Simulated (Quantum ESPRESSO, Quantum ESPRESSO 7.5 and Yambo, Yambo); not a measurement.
## TiO2 (Rutile): the gap under hydrostatic strain

Does PBE give the same change of gap under hydrostatic strain as G0W0? The case is TiO2 (Rutile).

Main program and level: Quantum ESPRESSO 7.5 and Yambo 5.3.0; PBE and many-body steps on it, plane waves.

This is a report of a sequence of runs, with most program output left out.

## (1) Starting point

Symmetry: P4_2/mnm, No. 136, tetragonal system. The conventional cell has a = 4.592 Å, b = 4.592 Å, c = 2.957 Å, α = 90.00°, β = 90.00°, γ = 90.00°. Nearest to Ti lie 6 O at 1.95 to 1.98 Å. Nearest to O lie 3 Ti at 1.95 to 1.98 Å. Farther neighbours and most contacts between anions are not listed.

The cell and positions come from the Crystallography Open Database and are kept as given unless a step says otherwise.

## (2) Ground state

This step: Quantum ESPRESSO 7.5; DFT, PBE, plane waves, norm-conserving pseudopotentials.

The ground-state density comes first.

pw.in reads:

```
&control
  calculation = 'scf'
  prefix = 'x'
  outdir = 'o'
  pseudo_dir = 'pseudo'
/
&system
  ibrav = 0
  nat = 6
  ntyp = 2
  ecutwfc = 76.0
  nbnd = 31
  force_symmorphic = .true.
/
&electrons
  conv_thr = 1e-10
  electron_maxstep = 80
  mixing_beta = 0.5
/
ATOMIC_SPECIES
  Ti 47.867 Ti.upf
  O 15.999 O.upf
CELL_PARAMETERS angstrom
  4.5922000000 0.0000000000 0.0000000000
  0.0000000000 4.5922000000 0.0000000000
  0.0000000000 0.0000000000 2.9574000000
ATOMIC_POSITIONS crystal
  Ti 0.0000000000 0.0000000000 0.0000000000
  Ti 0.5000000000 0.5000000000 0.5000000000
  O 0.3049600000 0.3049600000 0.0000000000
  O 0.1950400000 0.8049600000 0.5000000000
  O 0.6950400000 0.6950400000 0.0000000000
  O 0.8049600000 0.1950400000 0.5000000000
K_POINTS automatic
  4 4 8 0 0 0
```

On the command line:

```console
> OMP_NUM_THREADS=1 mpirun -n 4 pw.x -nk 4 -in pw.in > pw.out
```

It took 37 s on 4 MPI ranks of Arm Neoverse V1, shared host; peak memory 0.37 GiB; 2.4 min of CPU time.

Numbers from this step:

```yaml
total_energy: -5039.8240 eV
gap: 1.917 eV
k_of_the_valence_top: 0, 0, 0
k_of_the_conduction_bottom: 0, 0, 0
least_direct_gap: 1.917 eV
```

The gap is direct, at Γ.

## (3) Empty states on the mesh, 4×4×4 mesh, 165 bands

The sums over transitions need many empty states on a uniform mesh; this step solves for them.

Changes to pw.in since step 2:

```diff
@@ -1,3 +1,3 @@
 &control
-  calculation = 'scf'
+  calculation = 'nscf'
   prefix = 'x'
@@ -11,3 +11,3 @@
   ecutwfc = 76.0
-  nbnd = 31
+  nbnd = 165
   force_symmorphic = .true.
@@ -15,5 +15,6 @@
 &electrons
-  conv_thr = 1e-10
+  conv_thr = 1e-9
   electron_maxstep = 80
-  mixing_beta = 0.5
+  diago_full_acc = .true.
+  diago_thr_init = 5e-6
 /
@@ -34,2 +35,2 @@
 K_POINTS automatic
-  4 4 8 0 0 0
+  4 4 4 0 0 0
```

It took 43 s on 4 MPI ranks; peak memory 0.48 GiB; 2.8 min of CPU time.

This step gave:

```yaml
gap: 1.917 eV
k_of_the_valence_top: 0, 0, 0
k_of_the_conduction_bottom: 0, 0, 0
least_direct_gap: 1.917 eV
k_points_computed: 21
lowest_point_of_the_top_converged_band_above_the_valence_top: 87.9394 eV
```

On this mesh the gap is 1.917 eV.

## (4) Conversion and set-up

This step: Yambo 5.3.0; conversion and set-up on PBE, plane waves, norm-conserving pseudopotentials.

The states are converted to the many-body program's format and the q mesh is built.

On the command line:

```console
> (cd o/x.save; p2y > p2y.log; mv SAVE ../..); yambo > setup.log
```

The job ended after 2.7 s (1 MPI rank; peak memory 0.25 GiB).

## (5) G0W0, strain +0 %

G0W0 replaces the xc potential by the self-energy, built once from these orbitals. Only a window of levels is corrected, while the sums run over the empty bands that the input names.

This step: G0W0 on PBE, plane waves, norm-conserving pseudopotentials.

gw1.in reads:

```
HF_and_locXC
gw0
dyson
ppa
em1d
rim_cut
RandQpts= 1000000
RandGvec= 1 RL
EXXRLvcs= 76 Ry
VXCRLvcs= 304 Ry
Chimod= "HARTREE"
% BndsRnXp
 1 | 165 |
%
NGsBlkXp= 13 Ry
% LongDrXp
 1 | 1 | 1 |
%
% GbndRnge
 1 | 165 |
%
DysSolver= "n"
ExtendOut
PPAPntXp= 27.21138 eV
% QPkrange
 1 | 1 | 23 | 26 |
%
```

On the command line:

```console
> OMP_NUM_THREADS=2 mpirun -n 2 yambo -F gw1.in -J gw1 -C gw1 > gw1.log
```

It took 9.3 min on 2 MPI ranks; peak memory 1.4 GiB; 36 min of CPU time.

Numbers from this step:

* G0W0 gap on the points computed: 3.354 eV
* starting gap on the mesh: 1.917 eV
* k of the valence top: 0, 0, 0
* k of the conduction bottom: 0, 0, 0
* least direct G0W0 gap on the computed points: 3.354 eV
* Z at the valence top: 0.7575
* Z at the conduction bottom: 0.7706

The gap on the mesh goes from 1.92 eV to 3.35 eV, a correction of +1.44 eV.

## (6) G0W0, strain -1 %

The cell differs from the one that the last finished run ended in (a 4.592 → 4.546 Å, b 4.592 → 4.546 Å, c 2.957 → 2.928 Å).

gw2.in reads:

```
HF_and_locXC
gw0
dyson
ppa
em1d
rim_cut
RandQpts= 1000000
RandGvec= 1 RL
EXXRLvcs= 76 Ry
VXCRLvcs= 304 Ry
Chimod= "HARTREE"
% BndsRnXp
 1 | 165 |
%
NGsBlkXp= 327 RL
% LongDrXp
 1 | 1 | 1 |
%
% GbndRnge
 1 | 165 |
%
DysSolver= "n"
ExtendOut
PPAPntXp= 27.21138 eV
% QPkrange
 1 | 1 | 23 | 26 |
%
```

On the command line:

```console
> OMP_NUM_THREADS=2 mpirun -n 2 yambo -F gw2.in -J gw2 -C gw2 > gw2.log
```

Elapsed: 8 min, on 2 MPI ranks; peak memory 1.3 GiB; 31 min of CPU time.

Numbers from this step:

| Property | Result |
| --- | --- |
| G0W0 gap on the points computed | 3.472 eV |
| starting gap on the mesh | 1.993 eV |
| k of the valence top | 0, 0, 0 |
| k of the conduction bottom | 0, 0, 0 |
| least direct G0W0 gap on the computed points | 3.472 eV |

The gap on the mesh goes from 1.99 eV to 3.47 eV, a correction of +1.48 eV.

Ground state, empty states and screening of this cell were made anew, as for the first cell; those steps are not shown. 

## (7) G0W0, strain +1 %

The cell differs from the one that the last finished run ended in (a 4.546 → 4.638 Å, b 4.546 → 4.638 Å, c 2.928 → 2.987 Å).

gw3.in reads:

```
HF_and_locXC
gw0
dyson
ppa
em1d
rim_cut
RandQpts= 1000000
RandGvec= 1 RL
EXXRLvcs= 76 Ry
VXCRLvcs= 304 Ry
Chimod= "HARTREE"
% BndsRnXp
 1 | 165 |
%
NGsBlkXp= 327 RL
% LongDrXp
 1 | 1 | 1 |
%
% GbndRnge
 1 | 165 |
%
DysSolver= "n"
ExtendOut
PPAPntXp= 27.21138 eV
% QPkrange
 1 | 1 | 23 | 26 |
%
```

On the command line:

```console
> OMP_NUM_THREADS=2 mpirun -n 2 yambo -F gw3.in -J gw3 -C gw3 > gw3.log
```

Wall time 9.4 min (2 MPI ranks); peak memory 1.4 GiB.

Numbers from this step:

- G0W0 gap on the points computed: 3.237 eV
- starting gap on the mesh: 1.842 eV
- k of the valence top: 0, 0, 0
- k of the conduction bottom: 0, 0, 0
- least direct G0W0 gap on the computed points: 3.237 eV

The gap on the mesh goes from 1.84 eV to 3.24 eV, a correction of +1.40 eV.

Again on this cell's own states.

## (8) G0W0, strain -2 %

The cell differs from the one that the last finished run ended in (a 4.638 → 4.500 Å, b 4.638 → 4.500 Å, c 2.987 → 2.898 Å).

gw4.in reads:

```
HF_and_locXC
gw0
dyson
ppa
em1d
rim_cut
RandQpts= 1000000
RandGvec= 1 RL
EXXRLvcs= 76 Ry
VXCRLvcs= 304 Ry
Chimod= "HARTREE"
% BndsRnXp
 1 | 165 |
%
NGsBlkXp= 327 RL
% LongDrXp
 1 | 1 | 1 |
%
% GbndRnge
 1 | 165 |
%
DysSolver= "n"
ExtendOut
PPAPntXp= 27.21138 eV
% QPkrange
 1 | 1 | 23 | 26 |
%
```

On the command line:

```console
> OMP_NUM_THREADS=2 mpirun -n 2 yambo -F gw4.in -J gw4 -C gw4 > gw4.log
```

Elapsed: 7.7 min, on 2 MPI ranks; peak memory 1.3 GiB.

Numbers from this step:

- G0W0 gap on the points computed: 3.589 eV
- starting gap on the mesh: 2.070 eV
- k of the valence top: 0, 0, 0
- k of the conduction bottom: 0, 0, 0
- least direct G0W0 gap on the computed points: 3.589 eV

The gap on the mesh goes from 2.07 eV to 3.59 eV, a correction of +1.52 eV.

Again on this cell's own states.

## (9) G0W0, strain +2 %

The cell differs from the one that the last finished run ended in (a 4.500 → 4.684 Å, b 4.500 → 4.684 Å, c 2.898 → 3.017 Å).

gw5.in reads:

```
HF_and_locXC
gw0
dyson
ppa
em1d
rim_cut
RandQpts= 1000000
RandGvec= 1 RL
EXXRLvcs= 76 Ry
VXCRLvcs= 304 Ry
Chimod= "HARTREE"
% BndsRnXp
 1 | 165 |
%
NGsBlkXp= 327 RL
% LongDrXp
 1 | 1 | 1 |
%
% GbndRnge
 1 | 165 |
%
DysSolver= "n"
ExtendOut
PPAPntXp= 27.21138 eV
% QPkrange
 1 | 1 | 23 | 26 |
%
```

On the command line:

```console
> OMP_NUM_THREADS=2 mpirun -n 2 yambo -F gw5.in -J gw5 -C gw5 > gw5.log
```

Elapsed: 9.4 min, on 2 MPI ranks; peak memory 1.4 GiB.

This step gave:

* G0W0 gap on the points computed: 3.120 eV
* starting gap on the mesh: 1.767 eV
* k of the valence top: 0, 0, 0
* k of the conduction bottom: 0, 0, 0
* least direct G0W0 gap on the computed points: 3.120 eV

The gap on the mesh goes from 1.77 eV to 3.12 eV, a correction of +1.35 eV.

Again on this cell's own states.

## (10) The series

One mesh (4×4×4), Godby-Needs plasmon pole, 165 bands in every cell; hydrostatic strain per length. Fractional positions are the same in all cells, though this structure has free coordinates, so these are clamped-ion slopes.

| strain (%) | PBE gap (eV) | G0W0 gap (eV) | least direct G0W0 gap (eV) | G0W0 edges |
| --- | --- | --- | --- | --- |
| -2 | 2.070 | 3.589 | 3.589 | Γ to Γ |
| -1 | 1.993 | 3.472 | 3.472 | Γ to Γ |
| +0 | 1.917 | 3.354 | 3.354 | Γ to Γ |
| +1 | 1.842 | 3.237 | 3.237 | Γ to Γ |
| +2 | 1.767 | 3.120 | 3.120 | Γ to Γ |

## (11) Summary of results

| Property | Result |
| --- | --- |
| slope under compression | −77 (PBE) and −117 (G0W0) meV per % |
| slope under tension | −75 (PBE) and −117 (G0W0) meV per % |
| ions | clamped: fractional positions held |
| GW settings, unstrained cell | 4×4×4 mesh, 165 bands |
| known limits | not at the basis limit; coarse k mesh |

In words: On the side of compression the slopes of gap against strain are −77 (PBE) and −117 (G0W0) meV per %. On the side of tension the slopes of gap against strain are −75 (PBE) and −117 (G0W0) meV per %. One line through all points gives volume deformation potentials of -2.52 eV (PBE) and -3.91 eV (G0W0). Gaps are read on the mesh, so a valley between its points is missed. Bands and cutoff are finite, so the gap is not at the basis limit. The miss can reach some tenths of an eV and take either sign; the mesh is an error of its own. In the G0W0 run levels were corrected at 1 k point alone, so a gap called «on the mesh» is the least over those, and an edge elsewhere would be missed. The 4×4×4 mesh is coarse for this cell, which bears on the long-range parts of exchange and screening.

[Paths, hosts, dates, memory and timing lines, banners, echoed tables and standing remarks are left out of the program output.]

[Logs are printed without paths, hosts, clocks, repeated set-up lines and the standing remarks that a program may print on its own settings, such as how far it seeks lower states.]

[Runs of the session that timed out or met a known fault of the program may be left out.]

[Hosts, paths, dates, database ids (printed as entryN), source tags and the programs' standing remarks are cut or masked in the printed files.]
